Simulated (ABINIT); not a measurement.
## GaP (F-43m): G0W0 in ABINIT against the exchange cutoff

Wanted: the cheapest exchange cutoff that holds the gap of GaP (F-43m).

Method: PBE and many-body steps on it, plane waves, in ABINIT 10.8.3.

This is a report of a sequence of runs, with most program output left out.

**1. The starting structure**

Symmetry: F-43m, No. 216, cubic system. The conventional cell has a = 5.450 Å, b = 5.450 Å, c = 5.450 Å, α = 90.00°, β = 90.00°, γ = 90.00°. Nearest to Ga lie 4 P at 2.36 Å. P has 4 Ga at 2.36 Å nearest. Farther neighbours are not listed.

The cell and positions come from the Crystallography Open Database and are kept as given unless a step says otherwise.

**2. Screening, 4×4×4 mesh, 74 bands, screening to 163.3 eV**

This step: ABINIT 10.8.3; RPA screening on PBE, plane waves, norm-conserving pseudopotentials.

The RPA dielectric matrix is built and inverted for each q.

File run.abi:

```
acell 3*1.0 Angstrom
rprim 
  0.000000000000 2.725250000000 2.725250000000
  2.725250000000 0.000000000000 2.725250000000
  2.725250000000 2.725250000000 0.000000000000
ntypat 2
znucl 31 15
natom 2
typat 1 2
xred 
  0.000000000000 0.000000000000 0.000000000000
  0.250000000000 0.250000000000 0.250000000000
pp_dirpath "pseudos"
pseudos "Ga.upf, P.upf"
ecut 36
ngkpt 4 4 4
nshiftk 1
shiftk 0 0 0
kptopt 1
chksymbreak 0
istwfk *1
occopt 1
irdwfk 1
optdriver 3
nband 74
ecuteps 6
inclvkb 2
awtr 1
symchi 1
indata_prefix "in"
outdata_prefix "out"
tmpdata_prefix "tmp"
```

On the command line:

```console
$ OMP_NUM_THREADS=1 mpirun -n 8 abinit run.abi > log
```

It took 7.7 s on 8 MPI ranks of Intel Xeon Platinum 8488C (Sapphire Rapids), shared host; peak memory 1 GiB.

This step gave:

```
ε∞ with local fields, on this mesh, along the program's q direction : 18.05
the same without local fields                                       : 19.61
plasma frequency                                                    : 24.76 eV
plane waves in the screening matrix                                 : 181
```

Local fields lower ε∞ by 8 %. On a Γ-centred mesh this coarse the value itself is usually too large, while a short band sum pulls it down.

**3. 3.6 Ha**

This step: G0W0 on PBE, plane waves, norm-conserving pseudopotentials.

Edit run.abi of step 2 so:

```diff
@@ -23,8 +23,17 @@
 irdwfk 1
-optdriver 3
+optdriver 4
 nband 74
+gwcalctyp 0
+ecutsigx 3.6
+symsigma 1
+nkptgw 2
+kptgw 
+  0.0000000000 0.0000000000 0.0000000000
+  0.5000000000 0.5000000000 0.0000000000
+bdgw 
+  7 13
+  8 11
 ecuteps 6
-inclvkb 2
-awtr 1
-symchi 1
+irdscr 1
+ppmodel 1
 indata_prefix "in"
```

Run time: 2.7 s. Hardware: 8 MPI ranks; peak memory 0.11 GiB; 20 s of CPU time.

Numbers from this step:

```
G0W0 gap on the points computed              : 1.974 eV
starting gap on the mesh                     : 1.653 eV
k of the valence top                         : 0, 0, 0
k of the conduction bottom                   : 0.5, 0.5, 0
Z at the valence top                         : 0.783
Z at the conduction bottom                   : 0.807
least direct G0W0 gap on the computed points : 2.589 eV
```

**4. 7.2 Ha**

Edit run.abi of step 3 so:

```diff
@@ -26,3 +26,3 @@
 gwcalctyp 0
-ecutsigx 3.6
+ecutsigx 7.2
 symsigma 1
```

It took 4 s on 8 MPI ranks; peak memory 0.96 GiB; 30 s of CPU time.

This step gave:

| Item | Value |
| --- | --- |
| G0W0 gap on the points computed | 2.065 eV |
| starting gap on the mesh | 1.653 eV |
| k of the valence top | 0, 0, 0 |
| k of the conduction bottom | 0.5, 0.5, 0 |
| Z at the valence top | 0.781 |
| Z at the conduction bottom | 0.807 |
| least direct G0W0 gap on the computed points | 2.305 eV |

**5. 14.4 Ha**

The self-energy is evaluated for the states that the input lists, and the levels follow from it, in one-shot runs by the linearised quasiparticle equation.

Edit run.abi of step 4 so:

```diff
@@ -26,3 +26,3 @@
 gwcalctyp 0
-ecutsigx 7.2
+ecutsigx 14.4
 symsigma 1
```

Run time: 4 s. Hardware: 8 MPI ranks; peak memory 0.96 GiB; 30 s of CPU time.

This step gave:

```
G0W0 gap on the points computed              : 2.072 eV
starting gap on the mesh                     : 1.653 eV
k of the valence top                         : 0, 0, 0
k of the conduction bottom                   : 0.5, 0.5, 0
least direct G0W0 gap on the computed points : 2.281 eV
```

The gap on the mesh goes from 1.65 eV to 2.07 eV, a correction of +0.42 eV.

**6. 25.2 Ha**

Edit run.abi of step 5 so:

```diff
@@ -26,3 +26,3 @@
 gwcalctyp 0
-ecutsigx 14.4
+ecutsigx 25.2
 symsigma 1
```

Wall time 4 s (8 MPI ranks); peak memory 0.97 GiB.

This step gave:

| Item | Value |
| --- | --- |
| G0W0 gap on the points computed | 2.08 eV |
| starting gap on the mesh | 1.653 eV |
| k of the valence top | 0, 0, 0 |
| k of the conduction bottom | 0.5, 0.5, 0 |
| least direct G0W0 gap on the computed points | 2.325 eV |

Against the run before, the gap moves by +0.008 eV.

**7. 36 Ha**

Edit run.abi of step 6 so:

```diff
@@ -26,3 +26,3 @@
 gwcalctyp 0
-ecutsigx 25.2
+ecutsigx 36
 symsigma 1
```

Run time: 4 s. Hardware: 8 MPI ranks; peak memory 1.1 GiB.

Numbers from this step:

- G0W0 gap on the points computed: 2.082 eV
- starting gap on the mesh: 1.653 eV
- k of the valence top: 0, 0, 0
- k of the conduction bottom: 0.5, 0.5, 0
- least direct G0W0 gap on the computed points: 2.338 eV

Against the run before, the gap moves by +0.002 eV.

**8. The runs together**

Times are wall times on 8 MPI ranks of Intel Xeon Platinum 8488C (Sapphire Rapids), shared host, good to a factor of about two. A run's time includes the screening step that it read.

```csv
run,mesh,bands,screening cutoff (eV),DFT gap (eV),gap on the mesh (eV),direct (eV),ε∞ used,time
3.6 Ha,4×4×4,74,163.3,1.653,1.974,2.589,18.05,10 s
7.2 Ha,4×4×4,74,163.3,1.653,2.065,2.305,18.05,12 s
14.4 Ha,4×4×4,74,163.3,1.653,2.072,2.281,18.05,12 s
25.2 Ha,4×4×4,74,163.3,1.653,2.080,2.325,18.05,12 s
36 Ha,4×4×4,74,163.3,1.653,2.082,2.338,18.05,12 s
```

**9. Results**

```json
{
 "3.6 Ha": "1.974 eV",
 "7.2 Ha": "2.065 eV",
 "14.4 Ha": "2.072 eV",
 "25.2 Ha": "2.080 eV",
 "36 Ha": "2.082 eV",
 "known limits": "not at the basis limit; exchange with frozen shells missing; no spin-orbit coupling; coarse k mesh"
}
```

**Reading.** The setting moved: exchange cutoff. From 3.6 Ha to 36 Ha the gap moves by +0.11 eV. It holds to 0.03 eV from 7.2 Ha on. Bands and screening cutoff are coupled, so a series along one setting does not show full convergence. Below the screening cutoff the correlation part is cut too. Bands and cutoff are finite, so the gap is not at the basis limit. The miss can reach some tenths of an eV and take either sign; the mesh is an error of its own. In the G0W0 runs levels were corrected at 2 k points alone, so a gap called «on the mesh» is the least over those, and an edge elsewhere would be missed. The 4×4×4 mesh is coarse for this cell, which bears on the long-range parts of exchange and screening. The norm-conserving file of at least one element keeps a d shell over frozen s and p shells of the same row. Exchange with those shells is missing from the self-energy, an error of 0.3 to 0.9 eV in cases checked, whose sign depends on which edge lies on those atoms. The many-body steps are scalar-relativistic: spin-orbit coupling is not in them.

[Paths, hosts, dates, memory and timing lines, banners, echoed tables and standing remarks are left out of the program output.]

[Logs are printed without paths, hosts, clocks, repeated set-up lines and the standing remarks that a program may print on its own settings, such as how far it seeks lower states.]

[Runs of the session that timed out or met a known fault of the program may be left out.]

[Hosts, paths, dates, database ids (printed as entryN), source tags and the programs' standing remarks are cut or masked in the printed files.]

[G0W0 gaps are taken among the corrected bands and points alone; a level outside them can change the order at an edge.]

[Where Ansatz stands beside ABINIT at settings called matched, ABINIT's density can come from a denser mesh and the files from another edition; pairs whose starting gaps differed by over 0.03 eV were left out, so agreement reads better than it is.]
